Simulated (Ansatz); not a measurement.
Whose spectrum is this?

Method: Ansatz, PBE, independent particles, without spin-orbit coupling, line width 0.1 eV (Gaussian); metals get a typed carrier damping. The response is along the first axis of the cell.

| E (eV) | Im ε |
| --- | --- |
| 0.50 | 68.00 |
| 1.00 | 89.14 |
| 1.50 | 39.47 |
| 2.00 | 14.71 |
| 2.50 | 6.24 |
| 3.00 | 4.08 |
| 3.50 | 9.03 |
| 4.00 | 5.52 |
| 4.50 | 5.38 |
| 5.00 | 4.38 |
| 5.50 | 2.88 |
| 6.00 | 1.94 |
| 6.50 | 1.41 |
| 7.00 | 1.05 |
| 7.50 | 0.86 |
| 8.00 | 0.72 |
| 8.50 | 0.66 |
| 9.00 | 0.61 |
| 9.50 | 0.53 |
| 10.00 | 0.46 |
| 10.50 | 0.39 |
| 11.00 | 0.30 |
| 11.50 | 0.26 |
| 12.00 | 0.23 |

To which candidate does it belong?
A. AlN (P6_3mc)
B. NaTcO4 (I4_1/a)
C. CsSnI3 (Pm-3m)
D. Sn (I4_1/amd)

D. Sn (I4_1/amd): a metal, with a Drude term, main peak of the conductivity above 1 eV at 1.13 eV. The others: CsSnI3 (Pm-3m), least direct gap 0.31 eV, ε∞ = 9.99 along the first axis, strongest peak along the first axis at 2.53 eV; NaTcO4 (I4_1/a), least direct gap 2.89 eV, ε∞ = 5.11 along the first axis, strongest peak along the first axis at 3.77 eV; AlN (P6_3mc), least direct gap 4.21 eV, ε∞ = 4.59 along the first axis, strongest peak along the first axis at 7.96 eV.
